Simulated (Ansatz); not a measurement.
# Lattice dynamics of GeN (built on the sites of a database entry of SnAs)

Wanted: phonon frequencies of GeN (built on the sites of a database entry of SnAs) and what follows from them.

Main program and level: Ansatz 0.2.0; DFT RPBE, scalar-relativistic, plane waves, PAW.

This is a report of a sequence of runs, with most program output left out.

The structure was built from a prototype and need not be the compound's stable phase.

### Step 1. Set-up

The structure is cubic, space group Fm-3m (No. 225). Conventional cell: a = 4.664 Å, b = 4.664 Å, c = 4.664 Å, α = 90.00°, β = 90.00°, γ = 90.00°. Nearest to Ge lie 6 N at 2.33 Å. Nearest to N lie 6 Ge at 2.33 Å. Farther neighbours and most contacts between anions are not listed.

### Step 2. Coarse relaxation

The start is far from rest, so a relaxation with loose tolerances brings it close first.

The input, input.yaml:

```yaml
crystal:
  lattice:
    - [0.0, 2.33198, 2.33198]
    - [2.33198, 0.0, 2.33198]
    - [2.33198, 2.33198, 0.0]
  atoms:
    - { symbol: Ge, position: [0.0, 0.0, 0.0] }
    - { symbol: "N", position: [0.5, 0.5, 0.5] }
kpoints:
  mp_grid: { grid: [8, 8, 8] }
hamiltonian:
  xc: rpbe
scf:
  occupations: { method: gaussian, width: 0.1 }
output:
  forces: true
  stress: true
  eigenvalues: true
relax:
  adjacent_minimum: "off"
  f_tol: 0.05
  max_steps: 80
  cell: { stress_tol: 0.5 }
```

The run is started by

```bash
$ ansatz run input.yaml --threads 4 --pin off --max-ram 7168MiB --backend cpu --events-out ev --progress --plain --runs-dir out
```

Elapsed: 1.4 s, on 4 threads of Arm Neoverse V1, shared host; peak memory 0.29 GiB; 4.2 s of CPU time.

This run has no spin polarisation although its electron count is odd.

Relaxation path:

| step | energy less that of the first step (eV) | largest force component (eV/Å) | pressure (GPa) | volume (Å³) |
| --- | --- | --- | --- | --- |
| 1 | 0.0000 | 0.0000 | -11.21 | 25.36 |
| 2 | -0.0884 | 0.0000 | -0.68 | 23.25 |
| 3 | -0.0889 | 0.0000 | 0.12 | 23.12 |
| 4* | -0.0858 | 0.0000 | -0.06 | 23.12 |

Relaxation steps marked * repeat the geometry before them on a plane-wave basis chosen anew for their cell, so energy and pressure can jump there.

The run keeps the 48 symmetry operations that it works with, so distortions that break them were not tested.

| conventional cell, symmetrised | before | after | change |
| --- | --- | --- | --- |
| a (Å) | 4.664 | 4.522 | -3.0 % |
| b (Å) | 4.664 | 4.522 | -3.0 % |
| c (Å) | 4.664 | 4.522 | -3.0 % |
| volume (Å³/atom) | 12.68 | 11.56 | -8.8 % |

The relaxed structure:

```cif
data_structure
_symmetry_space_group_name_H-M 'P 1'
_symmetry_Int_Tables_number 1
_cell_length_a 3.1978
_cell_length_b 3.1978
_cell_length_c 3.1978
_cell_angle_alpha 60.000
_cell_angle_beta 60.000
_cell_angle_gamma 60.000
_cell_volume 23.12
loop_
_atom_site_label
_atom_site_type_symbol
_atom_site_fract_x
_atom_site_fract_y
_atom_site_fract_z
_atom_site_occupancy
Ge1 Ge 0.00000 0.00000 0.00000 1
N2 N 0.50000 0.50000 0.50000 1
```

This step gave:

- pressure: -0.06085 GPa
- volume per atom: 11.56 Å³
- gap on the k-mesh: 0 eV

In this step the volume went from 12.68 to 11.56 Å³/atom.

### Step 3. Relaxation

Harmonic phonons are second derivatives at a point where the forces vanish, and they are wanted at zero stress, so atoms and cell are relaxed first.

The input, input.yaml:

```yaml
crystal:
  lattice:
    - [0.0, 2.2611549483, 2.2611549483]
    - [2.2611549483, 0.0, 2.2611549483]
    - [2.2611549483, 2.2611549483, 0.0]
  atoms:
    - { symbol: Ge, position: [0.0, 0.0, 0.0] }
    - { symbol: "N", position: [0.5, 0.5, 0.5] }
kpoints:
  mp_grid: { grid: [14, 14, 14] }
hamiltonian:
  xc: rpbe
scf:
  occupations: { method: gaussian, width: 0.1 }
output:
  forces: true
  stress: true
  eigenvalues: true
  write_density: true
  write_potential: true
  elf: true
  volumetric_format: npy
relax:
  adjacent_minimum: "off"
  f_tol: 0.005
  max_steps: 80
  cell: { stress_tol: 0.05 }
```

Run time: 2.4 s. Hardware: 4 threads; peak memory 0.34 GiB; 8.2 s of CPU time.

Little changed from the start: no atom moved by 0.005 Å and no cell edge by 0.1 %.

Numbers from this step:

* pressure: -0.02238 GPa
* volume per atom: 11.55 Å³

ELF in the ac plane of the conventional cell at fractional y = 0.000, with atoms of Ge and N within 0.2 Å of it. It is the smooth field of the valence electrons, not physical close to the nuclei.

Ten even steps from '0' (0.04) to '9' (0.78), each cell a mean:
```
01347965995420
23335999974332
43212578741234
65211344421145
98522333332479
89853310234799
28964200034895
59954200134796
99743322333599
87412344321257
44211456521134
33324799852233
02347998985331
00348952896420
```
Columns run along a (4.5 Å), rows up along c (4.5 Å), edges of the conventional cell, whose origin can differ from the input's. Atoms in or near the plane, at fractional coordinates: Ge at (0.00, 0.00), Ge at (0.50, 0.50), N at (0.50, 0.00), N at (0.00, 0.50).

Valence density in the ac plane of the conventional cell at fractional y = 0.000, with atoms of Ge and N within 0.2 Å of it. It is the smooth field of the valence electrons, not physical close to the nuclei.

Ten steps, logarithmic in the rise over the least value, from '_' (0 e/Å³) to '@' (42 e/Å³), each cell a mean:
```
%%**::....--====--::....--##
==::..____..----::..____..--
....________......________..
..__________....__________..
::..______..::::..______..::
==--..__..::****==..__..::--
====::....==%%@@**::....--==
==--::....--##%%**::....--==
--::..____..--==::..____..--
....________......________..
..__________....__________..
::..______..::::..______..::
**==..__..::--==--..__..::**
@@**::....--======::....==%%
```
Columns run along a (4.5 Å), rows up along c (4.5 Å), edges of the conventional cell, whose origin can differ from the input's. Atoms in or near the plane, at fractional coordinates: Ge at (0.00, 0.00), Ge at (0.50, 0.50), N at (0.50, 0.00), N at (0.00, 0.50).

Electrostatic potential energy in the ac plane of the conventional cell at fractional y = 0.000, with atoms of Ge and N within 0.2 Å of it. With pseudopotentials it is smooth inside the atoms' cores, unlike the true potential.

Ten even steps from '0' (-47 eV) to '9' (13 eV), each cell a mean:
```
23589600389742
45799965799864
78999999999987
99999988999999
89999755689998
15998533469973
01897421358950
03897422358960
57998644579996
99999877899999
89999999999998
56899988999975
34699731599853
13589500189742
```
Columns run along a (4.5 Å; values clipped at the 3rd and 97th percentile), rows up along c (4.5 Å), edges of the conventional cell, whose origin can differ from the input's. Atoms in or near the plane, at fractional coordinates: Ge at (0.00, 0.00), Ge at (0.50, 0.50), N at (0.50, 0.00), N at (0.00, 0.50).

In this step the volume went from 11.56 to 11.55 Å³/atom.

### Step 4. Tight relaxation

Phonons need a cell at rest on their own settings, so the relaxation is repeated with tight tolerances on forces and stress, using the mesh and the filling of the phonon run that follows.

The input, input.yaml:

```yaml
crystal:
  lattice:
    - [0.0, 2.260627416, 2.260627416]
    - [2.260627416, 0.0, 2.260627416]
    - [2.260627416, 2.260627416, 0.0]
  atoms:
    - { symbol: Ge, position: [0.0, 0.0, 0.0] }
    - { symbol: "N", position: [0.5, 0.5, 0.5] }
kpoints:
  mp_grid: { grid: [16, 16, 16] }
hamiltonian:
  xc: rpbe
scf:
  occupations: { method: methfessel_paxton, width: 0.15 }
output:
  forces: true
  stress: true
  eigenvalues: true
relax:
  adjacent_minimum: "off"
  f_tol: 0.001
  max_steps: 60
  cell: { stress_tol: 0.01 }
```

Elapsed: 3.4 s, on 4 threads; peak memory 0.36 GiB.

Little changed from the start: no atom moved by 0.005 Å and no cell edge by 0.1 %.

Numbers from this step:

| Quantity | Value |
| --- | --- |
| pressure | -0.002110 GPa |
| volume per atom | 11.54 Å³ |

The forces vanish by symmetry and the pressure is -0.002 GPa, within the tolerances set. The cell now holds 11.54 Å³/atom.

### Step 5. Modes at Γ

The zone centre comes first: it holds the modes that light can see, as far as symmetry allows. No field response is asked, since the mesh shows no gap.

input.yaml, the sections that differ from step 4:

```yaml
crystal:
  lattice:
    - [0.0, 2.2600334388, 2.2600334388]
    - [2.2600334388, 0.0, 2.2600334388]
    - [2.2600334388, 2.2600334388, 0.0]
  atoms:
    - { symbol: Ge, position: [0.0, 0.0, 0.0] }
    - { symbol: "N", position: [0.5, 0.5, 0.5] }
output:
  eigenvalues: true
phonons:
  method: dfpt
# kpoints, hamiltonian, scf: as in step 4
# relax: removed
```

The job ended after 9.8 s (4 threads; peak memory 0.62 GiB).

Numbers from this step:

```yaml
sum_rule_residual_before_enforcement: 6.11e-5 eV/Å²
point_group: m-3m
highest_optical_mode_at_the_zone_centre_no_lo_to_term: -214.9 cm⁻¹
lowest_optical_zone_centre_mode: -214.9 cm⁻¹
```

Patterns of degenerate modes are one choice out of their space. The modes at Γ (shares of kinetic energy by element, %) (negative means imaginary):

| mode | frequency (cm⁻¹) | symmetry | Ge % | N % |
| --- | --- | --- | --- | --- |
| 1 | -214.9 | T1u | 16 | 84 |
| 2 | -214.9 | T1u | 16 | 84 |
| 3 | -214.9 | T1u | 16 | 84 |
| 4 | 0.0 | acoustic | 84 | 16 |
| 5 | 0.0 | acoustic | 84 | 16 |
| 6 | 0.0 | acoustic | 84 | 16 |

Displacements in mode 3 (-214.9 cm⁻¹), the largest set to 1:
```
Ge1  0.00  0.00 -0.19
N2   0.00  0.00  1.00
```

Before it was imposed, the acoustic sum rule was missed by 6.1e-5 eV/Å². Small misses are needed for a sound result but don't prove that mesh and cutoff are converged. The lowest optical mode is imaginary, 214.9i cm⁻¹, so the energy falls along it.

### Step 6. Response at finite wavevector

Stability and thermal properties need the whole zone. Linear response on a 4×4×4 q mesh gives force constants as far as a supercell of that size would.

Edit input.yaml of step 5 so:

```diff
@@ -18 +18,8 @@
   method: dfpt
+  qmesh: [4, 4, 4]
+  temperatures: { t_max: 1000, t_step: 50 }
+  qpath:
+    path:
+      - [[0.0, 0.0, 0.0], [0.5, 0.0, 0.5], [0.625, 0.25, 0.625]]
+      - [[0.375, 0.375, 0.75], [0.0, 0.0, 0.0], [0.5, 0.5, 0.5], [0.5, 0.25, 0.75], [0.5, 0.0, 0.5]]
+    npoints: 10
```

The job ended after 5.2 min (4 threads; peak memory 3.4 GiB).

This step gave:

```yaml
sum_rule_residual_before_enforcement: 5.40e-5 eV/Å²
lowest_frequency_on_the_path: -374.6 cm⁻¹
highest_frequency_on_the_path_or_at_a_solved_wavevector: 339 cm⁻¹
lowest_mode_on_the_q_mesh_acoustic_modes_at_gamma_apart: -367.4 cm⁻¹
```

Frequencies (cm⁻¹) solved at each irreducible wavevector; negative means imaginary. Frequencies by wavevector, by row:

| q in reciprocal lattice units | star | mode 1 | mode 2 | mode 3 | mode 4 | mode 5 | mode 6 |
| --- | --- | --- | --- | --- | --- | --- | --- |
| 0 0 0 | 1 | -214.9 | -214.9 | -214.9 | 0 | 0 | 0 |
| 0 0 0.25 | 8 | -367.4 | 16.9 | 16.9 | 149.2 | 149.2 | 206.8 |
| 0 0 -0.5 | 4 | -333.2 | 103.3 | 103.3 | 280 | 280 | 301.6 |
| 0 0.25 0.25 | 6 | -190.3 | -190.3 | 137.7 | 137.7 | 156.1 | 298.3 |
| 0 0.25 -0.5 | 24 | -239.6 | 63.5 | 94.2 | 190.3 | 238.3 | 286.1 |
| 0 0.25 -0.25 | 12 | -171.8 | -148.3 | 90.8 | 211.2 | 253.1 | 302.4 |
| 0 -0.5 -0.5 | 3 | -174.1 | -174.1 | 99.4 | 186.5 | 186.5 | 325.2 |
| 0.25 -0.5 -0.25 | 6 | -98.3 | -98.3 | 169.9 | 191.6 | 256.5 | 256.5 |

Interpolated from a 4×4×4 q mesh. The phonon branches at the labelled points (cm⁻¹):

| point | branch 1 | branch 2 | branch 3 | branch 4 | branch 5 | branch 6 |
| --- | --- | --- | --- | --- | --- | --- |
| Γ | -215 | -215 | -215 | 0 | 0 | 0 |
| halfway | -190 | -190 | 138 | 138 | 156 | 298 |
| X | -174 | -174 | 99 | 186 | 186 | 325 |
| halfway | -189 | -128 | 75 | 196 | 204 | 301 |
| U | -203 | -64 | 52 | 230 | 253 | 259 |
| jump to K | -203 | -64 | 52 | 230 | 253 | 259 |
| halfway | -233 | -209 | 72 | 160 | 221 | 269 |
| Γ | -215 | -215 | -215 | 0 | 0 | 0 |
| halfway | -367 | 17 | 17 | 149 | 149 | 207 |
| L | -333 | 103 | 103 | 280 | 280 | 302 |
| halfway | -244 | 73 | 157 | 166 | 275 | 291 |
| W | -98 | -98 | 170 | 192 | 256 | 256 |
| halfway | -159 | -104 | 49 | 201 | 213 | 288 |
| X | -174 | -174 | 99 | 186 | 186 | 325 |

Tetrahedra on a 24×24×24 mesh, mean over bins of 10 cm-1. Interpolated from a 4×4×4 q mesh. Phonon density of states against wavenumber; read off at these points:

wavenumber (cm⁻¹), phonon density of states (1/cm⁻¹/cell) and a bar:
```
     -375     0.0001 
     -345     0.0018 ##
     -305     0.0034 ###
     -275     0.0044 ####
     -235     0.0061 ######
     -205     0.0080 ########
     -175     0.0106 ###########
     -135     0.0050 #####
     -105     0.0049 #####
      -75     0.0055 ######
      -35     0.0018 ##
       -5     0.0016 ##
       35     0.0027 ###
       65     0.0073 ########
       95     0.0212 ######################
      135     0.0138 ##############
      165     0.0107 ###########
      195     0.0245 #########################
      235     0.0117 ############
      265     0.0180 ##################
      275     0.0224 #######################
      295     0.0291 ##############################
      305     0.0139 ##############
      335     0.0007 #
```

The partial phonon density of states has structure finer than the step of the table below, so its rows give means over 25 cm⁻¹, whole bins alone (the curve runs from -384 to 358 cm⁻¹). Peaks (cm⁻¹: height): Ge -75.9: 0.00398, 96.9: 0.019, 190.2: 0.0137, 293.0: 0.00992; N -174.0: 0.00683, 190.2: 0.0115, 279.0: 0.0155.

Phonopy on the run's constants, 21x21x21 mesh, Gaussian sigma 5.3 cm-1. Interpolated from a 4×4×4 q mesh. The partial phonon density of states by wavenumber; means over each step; values in 1/cm⁻¹/cell:

| wavenumber (cm⁻¹) | Ge | N |
| --- | --- | --- |
| -350 | 6.7e-5 | 0.00156 |
| -325 | 1.2e-4 | 0.00267 |
| -300 | 2.3e-4 | 0.00328 |
| -275 | 4.2e-4 | 0.00403 |
| -250 | 7.0e-4 | 0.00448 |
| -225 | 0.00124 | 0.00530 |
| -200 | 0.00207 | 0.00613 |
| -175 | 0.00321 | 0.00626 |
| -150 | 0.00278 | 0.00382 |
| -125 | 0.00231 | 0.00239 |
| -100 | 0.00290 | 0.00234 |
| -75 | 0.00358 | 0.00222 |
| -50 | 0.00244 | 0.00129 |
| -25 | 7.1e-4 | 2.7e-4 |
| 0 | 5.8e-4 | 2.4e-4 |
| 25 | 0.00143 | 4.1e-4 |
| 50 | 0.00431 | 0.00110 |
| 75 | 0.00933 | 0.00159 |
| 100 | 0.0157 | 0.00253 |
| 125 | 0.0114 | 0.00345 |
| 150 | 0.00708 | 0.00340 |
| 175 | 0.0109 | 0.00732 |
| 200 | 0.0110 | 0.00964 |
| 225 | 0.00599 | 0.00742 |
| 250 | 0.00506 | 0.00900 |
| 275 | 0.00635 | 0.0141 |
| 300 | 0.00740 | 0.0115 |
| 325 | 7.6e-4 | 0.00188 |

Second derivatives of the energy by pair, one row for each kind of neighbour of each atom listed. Each entry sums the pair over the periodic images of the supercell that the q mesh stands for, and in a polar crystal it holds the long-range dipole part too. Force constants by pair, by row:

| atom | neighbour | distance (Å) | third of the trace (eV/Å²) | along the pair's line (eV/Å²) |
| --- | --- | --- | --- | --- |
| Ge1 | itself | 0 | 5.904 | – |
| Ge1 | N | 2.26 | 0.3674 | 1.99 |
| Ge1 | Ge | 3.196 | -0.3777 | -2.332 |
| Ge1 | N | 3.914 | -0.0138 | -0.0113 |
| Ge1 | Ge | 4.52 | -0.6422 | -1.699 |
| Ge1 | N | 5.054 | 0.0275 | -0.0889 |
| Ge1 | Ge | 5.536 | -0.003 | -0.0097 |
| Ge1 | Ge | 6.392 | 0.0253 | 0.2196 |
| Ge1 | N | 6.78 | -0.102 | -0.1361 |
| N2 | itself | 0 | 0.7505 | – |
| N2 | Ge | 2.26 | 0.3674 | 1.99 |
| N2 | N | 3.196 | -0.2415 | 0.4178 |
| N2 | Ge | 3.914 | -0.0138 | -0.0113 |
| N2 | N | 4.52 | -0.0132 | -0.3009 |
| N2 | Ge | 5.054 | 0.0275 | -0.0889 |
| N2 | N | 5.536 | -0.0169 | 0.0089 |
| N2 | N | 6.392 | -0.0782 | 0.176 |
| N2 | Ge | 6.78 | -0.0015 | -0.0146 |

Symmetry leaves 8 wavevectors to solve. The lowest mode among them, the acoustic zeros apart, lies at q = (0, 0, 0.25) and is imaginary, 367.4i cm⁻¹, so the energy falls along it. Between them the interpolated path dips to 375i cm⁻¹.

### Step 7. Isotope substitution, element Ge, natural mass 72.63 amu

An isotope changes the mass and not the force constants, so no new electronic calculation is needed; the shifts show which modes move this element.

The same force constants with the mass of Ge changed from 72.630 to 75.921 u (phonopy, no LO-TO term). Both lists are sorted by frequency; levels can cross, so a row need not hold one and the same mode. Modes under 3 cm⁻¹ are left out. Isotope shifts, by row:

| q | rank | natural mass (cm⁻¹) | changed mass (cm⁻¹) |
| --- | --- | --- | --- |
| 0 0 0 | 1 | -214.9 | -214.2 |
| 0 0 0 | 2 | -214.9 | -214.2 |
| 0 0 0 | 3 | -214.9 | -214.2 |
| 0 0 0.25 | 1 | -367.4 | -367 |
| 0 0 0.25 | 2 | 16.92 | 16.58 |
| 0 0 0.25 | 3 | 16.92 | 16.58 |
| 0 0 0.25 | 4 | 149.2 | 148.9 |
| 0 0 0.25 | 5 | 149.2 | 148.9 |
| 0 0 0.25 | 6 | 206.8 | 202.4 |
| 0 0 -0.5 | 1 | -333.2 | -333.2 |
| 0 0 -0.5 | 2 | 103.3 | 101 |
| 0 0 -0.5 | 3 | 103.3 | 101 |
| 0 0 -0.5 | 4 | 280 | 280 |
| 0 0 -0.5 | 5 | 280 | 280 |
| 0 0 -0.5 | 6 | 301.6 | 294.9 |
| 0 0.25 0.25 | 1 | -190.3 | -188.9 |
| 0 0.25 0.25 | 2 | -190.3 | -188.9 |
| 0 0.25 0.25 | 3 | 137.7 | 135.7 |
| 0 0.25 0.25 | 4 | 137.7 | 135.7 |
| 0 0.25 0.25 | 5 | 156.1 | 153.2 |
| 0 0.25 0.25 | 6 | 298.3 | 297.1 |

A mode of this element alone would shift by -2.19 %.

### Step 8. Isotope substitution, element N, natural mass 14.007 amu

The same for N, from 14.01 to 15.00 u.

A mode of this element alone would shift by -3.37 %.

### Step 9. What came out

```
space group after relaxation (within 0.01 Å)            : Fm-3m
volume per atom                                         : 11.5 Å³
electronic character                                    : no gap on this mesh
highest optical mode at the zone centre (no LO-TO term) : -215 cm⁻¹
lowest optical zone-centre mode                         : -215 cm⁻¹
lowest mode on the q mesh (acoustic modes at Γ apart)   : -367 cm⁻¹
highest frequency on the path or at a solved wavevector : 339 cm⁻¹
imaginary modes on the 4×4×4 q mesh                     : yes
```

In words: Modes are clearly imaginary (beyond 10i cm⁻¹) at 8 of the 8 irreducible wavevectors, most at q = (0, 0, 0.25) (367.4i cm⁻¹), so this structure is not a minimum of the energy. The optical modes at Γ form one degenerate level at -215 cm⁻¹ (negative means imaginary). With no gap, or one that is small against the smearing, the frequencies hang on the k mesh and the smearing, most of all near Kohn anomalies. The phonon runs are without spin polarisation, although the cell has an odd electron count. The starting cell was built on a prototype and not taken from a measurement, so the phase need not exist. These are harmonic frequencies at zero temperature: anharmonic shifts, linewidths and thermal expansion are left out.

[Logs are printed without paths, hosts, clocks, repeated set-up lines and the standing remarks that a program may print on its own settings, such as how far it seeks lower states.]

[Hosts, paths, dates, database ids (printed as entryN), source tags and the programs' standing remarks are cut or masked in the printed files.]
